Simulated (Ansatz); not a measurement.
# BaPdO3 (cubic perovskite) (Pm-3m): how robust is the cRPA U?, part 2 of 2

Aim: hold the target of a cRPA run on BaPdO3 (cubic perovskite) (Pm-3m) and move one thing at a time.

Ansatz 0.2.0; constrained RPA on LDA, plane waves, PAW.

So far. Step 3 (Changed: 2×2×2 mesh): On the Pd d shell, screening brings the on-site interaction from 18.7 eV down to U = 8.17 eV. Step 4 (Changed: accuracy low): On the Pd d shell, screening brings the on-site interaction from 18.6 eV down to U = 8.10 eV.

The structure was built from a prototype and need not be the compound's stable phase.

## Step 7: Changed: volume -3 %

The cell differs from the one that the last finished run ended in (a 3.985 → 3.945 Å, b 3.985 → 3.945 Å, c 3.985 → 3.945 Å).

Contents of input.yaml:

```yaml
crystal:
  lattice:
    - [0.0, 0.0, -3.9449480971]
    - [0.0, -3.9449480971, 0.0]
    - [-3.9449480971, 0.0, 0.0]
  atoms:
    - { symbol: Ba, position: [0.0, 0.0, 0.0] }
    - { symbol: Pd, position: [0.5, 0.5, 0.5] }
    - { symbol: O, position: [0.5, 0.5, 0.0] }
    - { symbol: O, position: [0.5, 0.0, 0.5] }
    - { symbol: O, position: [0.0, 0.5, 0.5] }
kpoints:
  mp_grid: { grid: [8, 8, 8] }
hamiltonian:
  xc: lda
scf:
  occupations: { method: gaussian, width: 0.08 }
  n_extra_bands: 19
  max_iter: 150
  lower_state_search: "off"
output:
  crpa:
    kmesh: [4, 4, 4]
    target_bands: [v12, c2]
    projections: [{ species: Pd, l: d, shell: 4 }, { species: O, l: p, shell: 2 }]
  local_orbitals:
    kmesh: [8, 8, 8]
    orbitals: [{ species: Pd, l: d, shell: 4 }, { species: O, l: p, shell: 2 }]
    window: { bands: [v12, c2] }
    seedname: lo
```

Command:

```bash
> ansatz run input.yaml --threads 4 --pin off --max-ram 9216MiB --backend cpu --events-out ev --progress --plain --runs-dir out
```

Numbers of over 12 decimals in the logs are rounded to 6 here.

The program printed:

```text
[...]
Crystal: 5 atoms, lattice volume = 61.394 Å³
Basis set: ecut = 420 eV, 1213 PW (Γ)
Bands: 42, of which v1, the nominal top of the filled ones, is band 23 counted from 1 (22 counted from 0)
Symmetry: 48 space group operations
[...]
k-points: 35 of 512
[...]
screened: U = 6.9240 eV, U' = 5.5497 eV, J = 0.6843 eV
      screened, to within: U = 1.4e-2 eV, U' = 1.4e-2 eV, J = 1.2e-3 eV
      bare: V = 18.4646 eV, V' = 16.7029 eV, J = 0.8766 eV
    Site 4, 2P, 3 of 3 p orbitals (Wannier functions 12, 13, 14; wannier90's mr 1, 2, 3):
      screened: U = 6.9240 eV, U' = 5.5497 eV, J = 0.6843 eV
      screened, to within: U = 1.4e-2 eV, U' = 1.4e-2 eV, J = 1.2e-3 eV
      bare: V = 18.4646 eV, V' = 16.7029 eV, J = 0.8766 eV
[...]
[key lines of the parts left out:]
SCF converged after 8 iterations
Free energy (F): -14289.549671 eV
Fermi energy:    12.370791 eV
```

It took 3.2 min on 4 threads of Arm Neoverse V1, shared host; peak memory 0.76 GiB.

This step gave:

| Item | Value |
| --- | --- |
| U | 8.064 eV |
| U prime (inter-orbital) | 6.940 eV |
| J | 0.5610 eV |
| bare V | 18.54 eV |
| bare J | 0.7139 eV |
| stated bound on U | 0.01731 eV |
| U over bare V | 0.4349 |
| electrons in the window | 24.00 |
| head of the constrained inverse dielectric matrix | 0.3143 |
| least eigenvalue of the projection's overlap | 0.7717 |
| target functions | 14 |
| bands in the sums | 50 |
| r.m.s. miss of the model bands | 1.49e-4 eV |
| width of the target bands | 11.98 eV |
| weight of the projected orbitals in the window | 0.9335 |

On the Pd d shell, screening brings the on-site interaction from 18.5 eV down to U = 8.06 eV.

## Step 8: Changed: potentials

input.yaml, the sections that differ from step 7:

```yaml
crystal:
  lattice:
    - [0.0, 0.0, -3.98520545]
    - [0.0, -3.98520545, 0.0]
    - [-3.98520545, 0.0, 0.0]
  atoms:
    - { symbol: Ba, position: [0.0, 0.0, 0.0] }
    - { symbol: Pd, position: [0.5, 0.5, 0.5] }
    - { symbol: O, position: [0.5, 0.5, 0.0] }
    - { symbol: O, position: [0.5, 0.0, 0.5] }
    - { symbol: O, position: [0.0, 0.5, 0.5] }
hamiltonian:
  xc: lda
  pseudopotentials: { kind: paw, source: ansatz }
output:
  crpa:
    kmesh: [4, 4, 4]
    target_bands: [v12, c2]
    projections: [{ species: Pd, l: d, shell: 4 }, { species: O, l: p, shell: 2 }]
# kpoints, scf: as in step 7
```

The program printed:

```text
[...]
Crystal: 5 atoms, lattice volume = 63.292 Å³
Basis set: ecut = 930 eV, 4067 PW (Γ)
Bands: 42, of which v1, the nominal top of the filled ones, is band 23 counted from 1 (22 counted from 0)
Symmetry: 48 space group operations
[...]
k-points: 35 of 512
[...]
screened: U = 6.9610 eV, U' = 5.5876 eV, J = 0.6835 eV
      screened, to within: U = 1.4e-2 eV, U' = 1.4e-2 eV, J = 1.2e-3 eV
      bare: V = 18.4940 eV, V' = 16.7311 eV, J = 0.8770 eV
    Site 4, 2P, 3 of 3 p orbitals (Wannier functions 12, 13, 14; wannier90's mr 1, 2, 3):
      screened: U = 6.9610 eV, U' = 5.5876 eV, J = 0.6835 eV
      screened, to within: U = 1.4e-2 eV, U' = 1.4e-2 eV, J = 1.2e-3 eV
      bare: V = 18.4940 eV, V' = 16.7311 eV, J = 0.8770 eV
[...]
[key lines of the parts left out:]
SCF converged after 10 iterations
Free energy (F): -14276.715529 eV
Fermi energy:    11.678007 eV
```

The job ended after 9.9 min (4 threads; peak memory 1.4 GiB; 38 min of CPU time).

Numbers from this step:

| Item | Value |
| --- | --- |
| U | 8.131 eV |
| U prime (inter-orbital) | 7.010 eV |
| J | 0.5600 eV |
| bare V | 18.57 eV |
| bare J | 0.7159 eV |
| stated bound on U | 0.01928 eV |
| U over bare V | 0.4378 |
| electrons in the window | 24.00 |
| head of the constrained inverse dielectric matrix | 0.3189 |
| least eigenvalue of the projection's overlap | 0.7985 |
| target functions | 14 |
| bands in the sums | 50 |
| width of the target bands | 11.52 eV |
| weight of the projected orbitals in the window | 0.9385 |

On the Pd d shell, screening brings the on-site interaction from 18.6 eV down to U = 8.13 eV.

## Step 9: Side by side

Times are wall times on 4 threads of Arm Neoverse V1, shared host, good to a factor of about two.

```tsv
run	bare V (eV)	U (eV)	J (eV)	bound on U (eV)	width (eV)	time
target window	18.58	8.134	0.563	0.0181	11.51	3.3 min
2×2×2 mesh	18.71	8.173	0.565	0.0153	11.51	21 s
accuracy low	18.58	8.099	0.562	0.1519	11.51	2.6 min
volume -3 %	18.54	8.064	0.561	0.0173	11.98	3.2 min
potentials	18.57	8.131	0.560	0.0193	11.52	9.9 min
```

## Step 10: Outcome

| Item | Value |
| --- | --- |
| target window | U 8.13 eV, J 0.56 eV |
| 2×2×2 mesh | U 8.17 eV, J 0.56 eV |
| accuracy low | U 8.10 eV, J 0.56 eV |
| volume -3 % | U 8.06 eV, J 0.56 eV |
| potentials | U 8.13 eV, J 0.56 eV |

What this shows: 2×2×2 mesh moves U by +0.04 eV at 0.10 times the time. Accuracy low moves U by −0.03 eV (within the solver's bounds, for the mean over orbitals). Volume -3 % moves U by −0.07 eV. Potentials moves U by −0.003 eV (within the solver's bounds, for the mean over orbitals) at 3.0 times the time. The printed bound covers the solver alone, not the mesh, and no denser mesh than the base was run. The parent state is non-magnetic and the interaction static (zero frequency); U depends on the window and the orbitals, so it belongs to this model alone. A window that holds the anion p bands defines a model with explicit ligands; its U belongs to that model and is not the U of DFT+U.

[Paths, hosts, dates, memory and timing lines, banners, echoed tables and standing remarks are left out of the program output.]

[Logs are printed without paths, hosts, clocks, repeated set-up lines and the standing remarks that a program may print on its own settings, such as how far it seeks lower states.]

[Runs of the session that timed out or met a known fault of the program may be left out.]

[Hosts, paths, dates, database ids (printed as entryN), source tags and the programs' standing remarks are cut or masked in the printed files.]
